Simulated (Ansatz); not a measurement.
## SrH2S2: complex band structure

A new crystal, SrH2S2: structure, gap and complex bands. It is built by putting Sr for Cd, S for O in the CdH2O2 structure of space group P-3m1, with the volume rescaled by atomic radii. The parent structure comes from the Materials Project.

Main program and level: Ansatz 0.2.0; PBE DFT, plane waves, PAW files, in the first sound run; inputs show where later runs differ.

The structure was built from a prototype and need not be the compound's stable phase.

**1. The structure**

It takes space group P-3m1 (No. 164, trigonal). Conventional cell: a = 4.305 Å, b = 4.305 Å, c = 5.686 Å, α = 90.00°, β = 90.00°, γ = 120.00°. Nearest to Sr lie 6 S at 2.84 Å. Nearest to H lie 1 S at 1.18 Å. Nearest to S lie 1 H at 1.18 Å and 3 Sr at 2.84 Å. It derives from CdH2O2. Sr for Cd, S for O in the CdH2O2 structure of space group P-3m1. Farther neighbours and most contacts between anions are not listed.

**2. Relaxing the new crystal**

The substituted atoms don't fit the parent's cell, so cell and atoms relax together. A small smearing keeps the run stable in case the gap closes on the way.

input.yaml reads:

```yaml
crystal:
  lattice:
    - [4.3050821882, 0.0, 0.0]
    - [-2.1525410941, 3.7283105404, 0.0]
    - [0.0, 0.0, 5.6857516178]
  atoms:
    - { symbol: Sr, position: [0.0, 0.0, 0.0] }
    - { symbol: H, position: [0.6666666667, 0.3333333333, 0.55096072] }
    - { symbol: H, position: [0.3333333333, 0.6666666667, 0.44903928] }
    - { symbol: S, position: [0.6666666667, 0.3333333333, 0.759372] }
    - { symbol: S, position: [0.3333333333, 0.6666666667, 0.240628] }
kpoints:
  mp_grid: { grid: [6, 6, 4] }
scf:
  occupations: { method: gaussian, width: 0.03 }
hamiltonian:
  xc: pbe
output:
  forces: true
  stress: true
relax:
  f_tol: 0.02
  max_steps: 60
  cell: {}
```

Command:

```
$ ansatz run input.yaml --threads 2 --pin off --max-ram 4096MiB --backend cpu --events-out ev --progress --plain --runs-dir out
```

Numbers of over 12 decimals in the logs are rounded to 6 here.

The log of the run:

```text
Engine: ansatz 0.2.0, aarch64-unknown-linux-gnu
Pseudopotentials: kind: paw
Pseudopotential: Sr, paw, valence charge 10, recommended cutoff 420 eV (normal), Sr.paw.azcp
Pseudopotential: H, paw, valence charge 1, recommended cutoff 420 eV (normal), H.paw.azcp
Pseudopotential: S, paw, valence charge 6, recommended cutoff 420 eV (normal), S.paw.azcp
Functional definition: PBE
  parameter kappa = 0.804
  parameter beta = 0.066725
  exchange = pbe_x(kappa = kappa, mu = beta*pi^2/3)
  correlation = pbe_c(beta = beta)
Crystal: 5 atoms, lattice volume = 91.260 Å³
Basis set: ecut = 420 eV, 1789 PW (Γ), exchange–correlation on 60×60×80 points (8 copies of the dense FFT grid, shifted against one another)
Bands: 17, of which v1, the nominal top of the filled ones, is band 12 counted from 1 (11 counted from 0)
Symmetry: 12 space group operations
Space group: P-3m1 (ITA 164), of the structure as read, at distance tolerance 4.5e-5 Å
k-points: 24 of 144
Non-local potential: Sr, projectors of the file, l = 0: 3, l = 1: 2, l = 2: 2
Non-local potential: H, projectors of the file, l = 0: 2, l = 1: 1
Non-local potential: S, projectors of the file, l = 0: 2, l = 1: 2, l = 2: 2
PAW form: soft (Blöchl's): semilocal exchange-correlation on the pseudo side does not see the compensation charge
PAW one-centre angular grid: Sr, 110 points (default); XC on 64 Gauss nodes
PAW one-centre angular grid: H, 110 points (default); XC on 64 Gauss nodes
PAW one-centre angular grid: S, 110 points (default); XC on 64 Gauss nodes
Initial density: superposition of atomic densities (neutral atoms: chi_scale 0, normalization atom), corrected by the library's trained network
Initial wavefunctions: pseudopotential atomic-orbital guess
Functional: x = pbe(κ = 0.804, μ = 0.219515), c = pbe(β = 0.066725)
SCF iter   1: F=—  HF=-5383.395133 eV  |F-HF|=—  |Δ(HF+E_count)|=         —  Δρ=1.59e-3  dr2=3.43e-3  ethr=1.77e-3  ⟨swp⟩=8.7  Hψ=3059  notcnv=0
preconditioner: auto → Resta (q_TF=auto, 2.184 Å⁻¹)  ε∞=2.8  [insulator: Δε(μ)=3.285 eV  Ē_g=13.519 eV  σ=0.030 eV  W_gap=1.00  n_scr=20 (ndim 8)  ℏωp=18.2 eV  f_vac=0.027  D(μ)=0.00/eV (n_scr^D=0)  ε∞_Penn≈2.8]
SCF iter   2: F=—  HF=-5383.391750 eV  |F-HF|=—  |Δ(HF+E_count)|=   3.38e-3  Δρ=8.37e-4  dr2=3.51e-4  ethr=1.43e-5  ⟨swp⟩=2.2  Hψ=948  notcnv=0  defer=14
SCF iter   3: F=—  HF=-5383.391960 eV  |F-HF|=—  |Δ(HF+E_count)|=   2.09e-4  Δρ=4.19e-4  dr2=9.41e-5  ethr=1.46e-6  ⟨swp⟩=2.4  Hψ=547  notcnv=0  defer=15
SCF iter   4: F=—  HF=-5383.392228 eV  |F-HF|=—  |Δ(HF+E_count)|=   2.69e-4  Δρ=6.07e-5  dr2=5.22e-6  ethr=3.92e-7  ⟨swp⟩=2.0  Hψ=573  notcnv=0  defer=15
SCF iter   5: F=—  HF=-5383.392239 eV  |F-HF|=—  |Δ(HF+E_count)|=   1.09e-5  Δρ=2.17e-5  dr2=7.15e-7  ethr=2.17e-8  ⟨swp⟩=2.5  Hψ=627  notcnv=0  defer=15
SCF iter   6: F=-5383.392241 eV  HF=-5383.392241 eV  |F-HF|=4.01e-8  |Δ(HF+E_count)|=   1.63e-6  Δρ=4.23e-6  dr2=2.16e-8  ethr=4.17e-10  ⟨swp⟩=6.0  Hψ=1725  notcnv=0
SCF 1 converged in 6 iterations: F = -5383.392241 eV  dr2 = 2.16e-8
  greatest PAW one-centre occupation: 0.987 electrons in one spin orbital (limit 2), on the Sr atom at site 0 (counted from 0), in its partial waves of l = 0
relax step   1: F+E_penalty+E_count = -5383.39224091 eV  Δ(F+E_penalty+E_count) = +0.000e0 eV  max|allowed force component| = 6.396e0 eV/Å  Δτ_max = 0.0000 Å  P = +16.756 GPa  Ω = 91.260 Å³  (6 SCF iters, dr2 threshold 1.00e-7 eV, accepted)
Crystal: 5 atoms, lattice volume = 104.495 Å³
Basis set: ecut = 420 eV, 2041 PW (Γ), exchange–correlation on 60×60×80 points (8 copies of the dense FFT grid, shifted against one another)
Initial density: handed on by an earlier stage of this run
Initial wavefunctions: those handed on with the density
iter 1 solved again at ethr=1.16e-3 eV; its pass at ethr=3.10e-3 eV (dr2=2.79e-1 eV) is discarded
SCF iter   1: F=—  HF=-5384.565686 eV  |F-HF|=—  |Δ(HF+E_count)|=         —  Δρ=1.59e-2  dr2=2.86e-1  ethr=1.16e-3  ⟨swp⟩=1.0  Hψ=3132  notcnv=0
preconditioner: auto → Resta (q_TF=auto, 2.135 Å⁻¹)  ε∞=2.7  [insulator: Δε(μ)=3.471 eV  Ē_g=13.096 eV  σ=0.030 eV  W_gap=1.00  n_scr=22 (ndim 8)  ℏωp=17.0 eV  f_vac=0.063  D(μ)=0.00/eV (n_scr^D=0)  ε∞_Penn≈2.7]
SCF iter   2: F=—  HF=-5384.490324 eV  |F-HF|=—  |Δ(HF+E_count)|=   7.54e-2  Δρ=7.57e-3  dr2=6.47e-2  ethr=1.16e-3  ⟨swp⟩=2.9  Hψ=655  notcnv=0
SCF iter   3: F=—  HF=-5384.470739 eV  |F-HF|=—  |Δ(HF+E_count)|=   1.96e-2  Δρ=1.05e-3  dr2=2.35e-3  ethr=2.70e-4  ⟨swp⟩=3.0  Hψ=821  notcnv=0
SCF iter   4: F=—  HF=-5384.471092 eV  |F-HF|=—  |Δ(HF+E_count)|=   3.52e-4  Δρ=4.28e-4  dr2=2.32e-4  ethr=9.79e-6  ⟨swp⟩=2.0  Hψ=640  notcnv=0
SCF iter   5: F=—  HF=-5384.471533 eV  |F-HF|=—  |Δ(HF+E_count)|=   4.41e-4  Δρ=6.42e-5  dr2=5.73e-6  ethr=9.67e-7  ⟨swp⟩=2.0  Hψ=651  notcnv=0
SCF iter   6: F=—  HF=-5384.471559 eV  |F-HF|=—  |Δ(HF+E_count)|=   2.62e-5  Δρ=1.53e-5  dr2=5.43e-7  ethr=2.08e-9  ⟨swp⟩=6.8  Hψ=1750  notcnv=0
SCF iter   7: F=-5384.471560 eV  HF=-5384.471560 eV  |F-HF|=7.87e-8  |Δ(HF+E_count)|=   1.38e-6  Δρ=6.67e-6  dr2=9.35e-8  ethr=2.08e-9  ⟨swp⟩=5.4  Hψ=1496  notcnv=0
SCF 2 converged in 7 iterations: F = -5384.471560 eV  dr2 = 9.35e-8
relax step   2: F+E_penalty+E_count = -5384.47156030 eV  Δ(F+E_penalty+E_count) = -1.079e0 eV  max|allowed force component| = 2.813e0 eV/Å  Δτ_max = 0.0859 Å  P = +4.473 GPa  Ω = 104.495 Å³  energy of the carried Pulay correction = -4.704e-3 eV  (7 SCF iters, dr2 threshold 5.00e-7 eV, accepted)
Crystal: 5 atoms, lattice volume = 114.338 Å³
Basis set: ecut = 420 eV, 2211 PW (Γ), exchange–correlation on 60×60×80 points (8 copies of the dense FFT grid, shifted against one another)
iter 1 solved again at ethr=9.28e-4 eV; its pass at ethr=3.10e-3 eV (dr2=2.23e-1 eV) is discarded
SCF iter   1: F=—  HF=-5384.744079 eV  |F-HF|=—  |Δ(HF+E_count)|=         —  Δρ=2.01e-2  dr2=2.22e-1  ethr=9.28e-4  ⟨swp⟩=1.0  Hψ=3469  notcnv=0
preconditioner: auto → Resta (q_TF=auto, 2.103 Å⁻¹)  ε∞=2.6  [insulator: Δε(μ)=3.728 eV  Ē_g=12.920 eV  σ=0.030 eV  W_gap=1.00  n_scr=22 (ndim 8)  ℏωp=16.3 eV  f_vac=0.112  D(μ)=0.00/eV (n_scr^D=0)  ε∞_Penn≈2.6]
SCF iter   2: F=—  HF=-5384.724106 eV  |F-HF|=—  |Δ(HF+E_count)|=   2.00e-2  Δρ=9.43e-3  dr2=4.24e-2  ethr=9.26e-4  ⟨swp⟩=2.0  Hψ=575  notcnv=0
SCF iter   3: F=—  HF=-5384.728525 eV  |F-HF|=—  |Δ(HF+E_count)|=   4.42e-3  Δρ=1.90e-3  dr2=2.37e-3  ethr=1.77e-4  ⟨swp⟩=2.0  Hψ=528  notcnv=0
SCF iter   4: F=—  HF=-5384.729624 eV  |F-HF|=—  |Δ(HF+E_count)|=   1.10e-3  Δρ=2.98e-4  dr2=1.56e-4  ethr=9.89e-6  ⟨swp⟩=2.0  Hψ=649  notcnv=0
SCF iter   5: F=—  HF=-5384.730009 eV  |F-HF|=—  |Δ(HF+E_count)|=   3.85e-4  Δρ=8.77e-5  dr2=1.15e-5  ethr=6.51e-7  ⟨swp⟩=2.0  Hψ=600  notcnv=0
SCF iter   6: F=-5384.730021 eV  HF=-5384.730020 eV  |F-HF|=7.61e-7  |Δ(HF+E_count)|=   1.05e-5  Δρ=2.23e-5  dr2=4.35e-7  ethr=2.08e-9  ⟨swp⟩=4.0  Hψ=1959  notcnv=0
SCF 3 converged in 6 iterations: F = -5384.730021 eV  dr2 = 4.35e-7
relax step   3: F+E_penalty+E_count = -5384.73002069 eV  Δ(F+E_penalty+E_count) = -2.585e-1 eV  max|allowed force component| = 4.959e-1 eV/Å  Δτ_max = 0.1905 Å  P = +1.307 GPa  Ω = 114.338 Å³  energy of the carried Pulay correction = -7.814e-3 eV  (6 SCF iters, dr2 threshold 5.00e-7 eV, accepted)
[... from here on, the SCF cycles and remarks between the steps are left out ...]
relax step   4: F+E_penalty+E_count = -5384.75061892 eV  Δ(F+E_penalty+E_count) = -2.060e-2 eV  max|allowed force component| = 6.477e-2 eV/Å  Δτ_max = 0.0385 Å  P = +0.169 GPa  Ω = 115.513 Å³  energy of the carried Pulay correction = -8.165e-3 eV  (5 SCF iters, dr2 threshold 5.00e-7 eV, accepted)
relax step   5: F+E_penalty+E_count = -5384.75216641 eV  Δ(F+E_penalty+E_count) = -1.547e-3 eV  max|allowed force component| = 5.711e-3 eV/Å  Δτ_max = 0.0119 Å  P = +0.002 GPa  Ω = 116.377 Å³  energy of the carried Pulay correction = -8.422e-3 eV  (5 SCF iters, dr2 threshold 5.00e-7 eV, accepted)
relax step   6: F+E_penalty+E_count = -5384.75314753 eV  Δ(F+E_penalty+E_count) = -9.811e-4 eV  max|allowed force component| = 2.717e-2 eV/Å  Δτ_max = 0.0281 Å  P = -0.050 GPa  Ω = 117.641 Å³  energy of the carried Pulay correction = -8.793e-3 eV  (6 SCF iters, dr2 threshold 5.43e-8 eV, accepted)
relax step   7: F+E_penalty+E_count = -5384.75319630 eV  Δ(F+E_penalty+E_count) = -4.878e-5 eV  max|allowed force component| = 7.766e-3 eV/Å  Δτ_max = 0.0156 Å  P = -0.011 GPa  Ω = 118.207 Å³  energy of the carried Pulay correction = -8.957e-3 eV  (6 SCF iters, dr2 threshold 4.61e-8 eV, accepted)
relax step   8: F+E_penalty+E_count = -5384.76711786 eV  Δ(F+E_penalty+E_count) = -1.392e-2 eV  max|allowed force component| = 1.685e-2 eV/Å  Δτ_max = 0.0000 Å  P = +0.066 GPa  Ω = 118.207 Å³  stress off target by 9.36e-2 GPa  SCF on the basis re-selected at this cell (its energy is not comparable with the rows above)  (6 SCF iters)
relax step   9: F+E_penalty+E_count = -5384.76728003 eV  Δ(F+E_penalty+E_count) = -1.622e-4 eV  max|allowed force component| = 4.610e-3 eV/Å  Δτ_max = 0.0193 Å  P = +0.048 GPa  Ω = 119.211 Å³  energy of the carried Pulay correction = -2.025e-4 eV  (6 SCF iters, dr2 threshold 2.19e-8 eV, accepted)
relax step  10: F+E_penalty+E_count = -5384.76723184 eV  Δ(F+E_penalty+E_count) = +4.820e-5 eV  max|allowed force component| = 1.775e-3 eV/Å  Δτ_max = 0.0077 Å  P = +0.012 GPa  Ω = 119.736 Å³  energy of the carried Pulay correction = -3.139e-4 eV  (6 SCF iters, dr2 threshold 8.31e-9 eV, accepted)
iter 1 solved again at ethr=1.17e-6 eV; its pass at ethr=3.10e-3 eV (dr2=2.80e-4 eV) is discarded
SCF iter   1: F=—  HF=-5384.767247 eV  |F-HF|=—  |Δ(HF+E_count)|=         —  Δρ=6.33e-5  dr2=1.58e-7  ethr=1.17e-6  ⟨swp⟩=3.5  Hψ=4240  notcnv=0
eigensolver tolerance schedule: the retry pair's looser diagonalisation over-reported the residual by 1774.85 of it (diagonalisation noise at 2.01 of the residual, at the tolerance the schedule requests for it); recorded, not acted on — ethr = c·dr2/N_el stays at c = 1.0e-1
preconditioner: auto → Resta (q_TF=auto, 2.087 Å⁻¹)  ε∞=2.5  [insulator: Δε(μ)=3.600 eV  Ē_g=12.829 eV  σ=0.030 eV  W_gap=1.00  n_scr=22 (ndim 8)  ℏωp=15.9 eV  f_vac=0.085  D(μ)=0.00/eV (n_scr^D=0)  ε∞_Penn≈2.5]
SCF iter   2: F=—  HF=-5384.767461 eV  |F-HF|=—  |Δ(HF+E_count)|=   2.14e-4  Δρ=3.18e-5  dr2=3.67e-8  ethr=6.57e-10  ⟨swp⟩=3.8  Hψ=924  notcnv=0
SCF iter   3: F=—  HF=-5384.767545 eV  |F-HF|=—  |Δ(HF+E_count)|=   8.38e-5  Δρ=5.05e-6  dr2=2.93e-9  ethr=1.53e-10  ⟨swp⟩=2.0  Hψ=600  notcnv=0
SCF iter   4: F=—  HF=-5384.767547 eV  |F-HF|=—  |Δ(HF+E_count)|=   2.03e-6  Δρ=4.10e-7  dr2=1.82e-10  ethr=1.22e-11  ⟨swp⟩=2.0  Hψ=591  notcnv=0
SCF iter   5: F=-5384.767547 eV  HF=-5384.767547 eV  |F-HF|=8.64e-11  |Δ(HF+E_count)|=  4.23e-10  Δρ=1.50e-7  dr2=2.83e-11  ethr=1.00e-12  ⟨swp⟩=5.8  Hψ=1558  notcnv=0
SCF 11 converged in 5 iterations: F = -5384.767547 eV  dr2 = 2.83e-11
relax step  11: F+E_penalty+E_count = -5384.76754709 eV  Δ(F+E_penalty+E_count) = -3.153e-4 eV  max|allowed force component| = 1.648e-3 eV/Å  Δτ_max = 0.0000 Å  P = +0.013 GPa  Ω = 119.736 Å³  stress off target by 1.29e-2 GPa  SCF on the basis re-selected at this cell (its energy is not comparable with the rows above)  (5 SCF iters)
basis re-selected at this cell: Δ(F+E_penalty+E_count) = -3.153e-4 eV, ΔP = +0.001 GPa vs the last step (what re-selecting the basis moved, of the pressure what is left beyond the Pulay correction that the steps carried, after the strain that the cell walked since its last selection, with what the two solves' SCF thresholds leave and, on support functions, any second-order correction that the steps lacked; it is no m [...]
SCF converged after 5 iterations
Free energy (F): -5384.767547 eV
Harris-Foulkes:  -5384.767547 eV  (|F-HF|=8.64e-11)
Internal energy: -5384.767547 eV  (E = F + TS)
E sigma→0 (E₀):  -5384.767547 eV
Fermi energy:    3.442850 eV
--- Per-component energies (eV) ---
  E_band       = -189.443255
  E_kinetic    = 485.257380
  E_local      = -1278.435922  (includes V_loc(G=0)·N_el)
  E_nonlocal   = 261.840005
  E_hartree    = 376.893085
  E_xc         = -385.562330
  E_vxc        = -359.929600  (∫ρ·V_xc dr)
  E_paw        = -3896.435272  (= ΣΔE_a)
  E_vpaw       = -51.959028  (= ΣTr[D̂ρ^β])
  E_aug_tail   = -0.002304  (compensation charges beyond the density's cutoff)
  E_ewald      = -948.322189
  E_smearing   = -0.000000  (= −TS)
  E_closure    = 0.000000  (closes the sum)
  Σ components = -5384.767547   (vs F -5384.767547, Δ=0.00e0)
--- Forces (eV/Å), atoms counted from 1 ---
  atom   1  Sr     0.00000000    -0.00000000     0.00000000
  atom   2  H      0.00000000    -0.00000000    -0.00164797
  atom   3  H      0.00000000     0.00000000     0.00164797
  atom   4  S     -0.00000000     0.00000000     0.00045998
  atom   5  S     -0.00000000    -0.00000000    -0.00045998
  max |Σ_I F_I| component: 9.22e-18 eV/Å
--- Stress (GPa, compression-positive) ---
        0.012413       0.000000       0.000000
        0.000000       0.012413      -0.000000
        0.000000      -0.000000       0.012893
  P = ⅓ Tr σ = 0.0126 GPa (0.126 kbar)
--- Relaxed structure (9 steps of the walk, 9 accepted, 2 SCFs on fresh bases) ---
  F+E_penalty+E_count = -5384.76754709 eV   max|allowed force component| = 1.648e-3 eV/Å   (the final SCF, on the basis selected at the relaxed cell)
  cell:  # Å, volume = 119.7363 Å³
    - [4.688092, 0.0, 0.0]
    - [-2.344046, 4.060007, 0]
    - [0.0, 0, 6.290757]
  atoms:
    - { symbol: Sr, position: [0, 0, 1.8306006937193936e-19] }
    - { symbol: H, position: [0.666667, 0.333333, 0.569085] }
    - { symbol: H, position: [0.333333, 0.666667, 0.430915] }
    - { symbol: S, position: [0.666667, 0.333333, 0.783966] }
    - { symbol: S, position: [0.333333, 0.666667, 0.216034] }
```

Wall time 12 s (2 threads of Arm Neoverse V2, shared host); peak memory 0.38 GiB.

Step by step:

```csv
step,energy less that of the first step (eV),largest force component (eV/Å),pressure (GPa),volume (Å³)
1,0.0000,6.3963,16.76,91.26
2,-1.0793,2.8128,4.47,104.49
3,-1.3378,0.4959,1.31,114.34
4,-1.3584,0.0648,0.17,115.51
5,-1.3599,0.0057,0.00,116.38
6,-1.3609,0.0272,-0.05,117.64
7,-1.3610,0.0078,-0.01,118.21
8*,-1.3749,0.0168,0.07,118.21
9,-1.3750,0.0046,0.05,119.21
10,-1.3750,0.0018,0.01,119.74
11*,-1.3753,0.0016,0.01,119.74
```

Relaxation steps marked * repeat the geometry before them on a plane-wave basis chosen anew for their cell, so energy and pressure can jump there.

Forces are held to the 12 operations that the run works with; a distortion that breaks them can't arise in this run.

```csv
"conventional cell, symmetrised",before,after,change
a (Å),4.305,4.688,+8.9 %
b (Å),4.305,4.688,+8.9 %
c (Å),5.686,6.291,+10.6 %
volume (Å³/atom),18.25,23.95,+31.2 %
```

The atoms that moved most (Å, as changes of fractional coordinates times the final cell):

```csv
atom,dx,dy,dz,length
S4,0.000,0.000,0.155,0.155
S5,0.000,0.000,-0.155,0.155
H3,0.000,0.000,-0.114,0.114
H2,0.000,0.000,0.114,0.114
```

Final coordinates:

```xyz
5
Lattice="4.6881 0.0000 0.0000 -2.3440 4.0600 0.0000 0.0000 0.0000 6.2908" Properties=species:S:1:pos:R:3 pbc="T T T"
Sr    0.0000    0.0000    0.0000
H     2.3440    1.3533    3.5800
H     0.0000    2.7067    2.7108
S     2.3440    1.3533    4.9317
S     0.0000    2.7067    1.3590
```

This step gave:

```yaml
free_energy: -5384.7675 eV
fermi_energy: 3.443 eV
pressure: 0.01257 GPa
```

The largest force component on a free atom ends at 0.0016 eV/Å.

**3. Band edges**

The energy window and the wavevectors of the next steps follow from the band edges, so these are searched first, off the mesh as well.

input.yaml reads:

```yaml
crystal:
  lattice:
    - [4.6880922134, 0.0, 0.0]
    - [-2.3440461067, 4.0600069521, 0.0]
    - [0.0, 0.0, 6.2907574418]
  atoms:
    - { symbol: Sr, position: [0.0, 0.0, 0.0] }
    - { symbol: H, position: [0.6666666667, 0.3333333333, 0.5690847982] }
    - { symbol: H, position: [0.3333333333, 0.6666666667, 0.4309152018] }
    - { symbol: S, position: [0.6666666667, 0.3333333333, 0.7839659546] }
    - { symbol: S, position: [0.3333333333, 0.6666666667, 0.2160340454] }
kpoints:
  mp_grid: { grid: [6, 6, 4] }
  band_path: { path: [VBM, CBM], npoints: 30 }
scf:
  occupations: { method: fixed }
hamiltonian:
  xc: pbe
output:
  eigenvalues: true
  write_potential: true
  write_density: true
  volumetric_format: npy
  elf: true
```

The log of the run:

```text
[...]
Crystal: 5 atoms, lattice volume = 119.736 Å³
Basis set: ecut = 420 eV, 2355 PW (Γ)
Bands: 17, of which v1, the nominal top of the filled ones, is band 12 counted from 1 (11 counted from 0)
Symmetry: 12 space group operations
[...]
k-points: 24 of 144
[...]
SCF iter   1: F=—  HF=-5384.768145 eV  |F-HF|=—  |Δ(HF+E_count)|=         —  Δρ=1.70e-3  dr2=1.01e-2  ethr=1.77e-3  ⟨swp⟩=5.2  Hψ=2164  notcnv=0  defer=60
[...]
SCF iter   6: F=-5384.767623 eV  HF=-5384.767623 eV  |F-HF|=2.44e-8  |Δ(HF+E_count)|=   8.67e-7  Δρ=1.81e-6  dr2=6.66e-9  ethr=4.17e-10  ⟨swp⟩=11.8  Hψ=2462  notcnv=0
SCF 1 converged in 6 iterations: F = -5384.767623 eV  dr2 = 6.66e-9
[...]
NSCF: frozen V_eff on 34 k-points
[...]
SCF converged after 6 iterations
Free energy (F): -5384.767623 eV
[...]
Internal energy: -5384.767623 eV  (E = F + TS)
E sigma→0 (E₀):  -5384.767623 eV
Fermi energy:    1.642993 eV
[...]
--- Band table (eV; the first three rows and the last of 24) ---
  k-point 0: bands = [... 8 lower, 0.5593, 0.5593, 1.6430, 1.6430, 5.2425, 5.9901, 6.5833, 7.1462, ... 1 higher]
  k-point 1: bands = [... 8 lower, 0.5949, 0.5949, 1.5864, 1.5864, 5.7409, 5.9720, 6.9144, 7.0507, ... 1 higher]
  k-point 2: bands = [... 8 lower, 0.6345, 0.6345, 1.5262, 1.5262, 5.9792, 6.5459, 6.9632, 6.9632, ... 1 higher]
  k-point 23: bands = [... 8 lower, 0.3667, 0.7823, 0.7823, 1.0877, 6.7995, 6.7995, 7.4784, 7.9854, ... 1 higher]
```

Wall time 4.8 s (2 threads); peak memory 0.34 GiB.

This step gave:

```yaml
free_energy: -5384.7676 eV
fermi_energy: 1.643 eV
gap_on_the_k_mesh: 3.599 eV
gap_on_path: 3.599 eV, by band count; negative where bands overlap
direct_gap_on_path: 3.599 eV
edge_places_on_path: 0, 0 1/A along the path
```

Levels at VBM (eV): -4.75, -3.26, -1.08, -1.08, 0.00, 0.00, 3.60, 4.35, 4.94, 5.50, 5.50.

Electrostatic potential energy in the ac plane at fractional y = 0.333, with atoms of H and S within 0.2 Å of it. With pseudopotentials it is smooth inside the atoms' cores, unlike the true potential.

Ten even steps from '0' (-33 eV) to '9' (7 eV), each cell a mean:
```
88888999888999
98889997424789
99999984000389
99999982020179
99999983000279
99999997312689
99999998625899
99999999402899
99999999746999
99999999999999
99999999999999
99999999999999
99999999999999
99999999999999
99999999999999
99999999999999
98889999999999
88888999999999
```
Columns run along a (4.7 Å; values clipped at the 3rd and 97th percentile), rows up along c (6.3 Å). Atoms in or near the plane, at fractional coordinates: H at (0.67, 0.57), S at (0.67, 0.78).

ELF in the ac plane at fractional y = 0.333, with atoms of H and S within 0.2 Å of it. It is the smooth field of the valence electrons, not physical close to the nuclei.

Ten even steps from '0' (0.01) to '9' (1.00), each cell a mean:
```
00000036666641
00000378877874
20002689635887
41003788402898
41004787413787
30002467787765
10000247999753
00000037999841
00000017999720
00000002687300
11221000011000
34443100000001
56665410000013
67776520000014
56665420000013
22222100000001
00000000000000
00000001222200
```
Columns run along a (4.7 Å), rows up along c (6.3 Å). Atoms in or near the plane, at fractional coordinates: H at (0.67, 0.57), S at (0.67, 0.78).

Valence density in the ac plane at fractional y = 0.333, with atoms of H and S within 0.2 Å of it. It is the smooth field of the valence electrons, not physical close to the nuclei.

Ten even steps from '0' (0.0 e/Å³) to '9' (1.5 e/Å³), each cell a mean:
```
00000001122100
00000013455310
00000126756631
00000136514741
00000025646631
00000013687410
00000002597210
00000001496100
00000000232000
00000000000000
00000000000000
00000000000000
00000000000000
00110000000000
01110000000000
00110000000000
00000000000000
00000000000000
```
Columns run along a (4.7 Å), rows up along c (6.3 Å). Atoms in or near the plane, at fractional coordinates: H at (0.67, 0.57), S at (0.67, 0.78).

The searched edges give 3.60 eV, as on the mesh.

(Part 1 of 2 ends here.)

[Logs are printed without paths, hosts, clocks, repeated set-up lines and the standing remarks that a program may print on its own settings, such as how far it seeks lower states.]

[Hosts, paths, dates, database ids (printed as entryN), source tags and the programs' standing remarks are cut or masked in the printed files.]
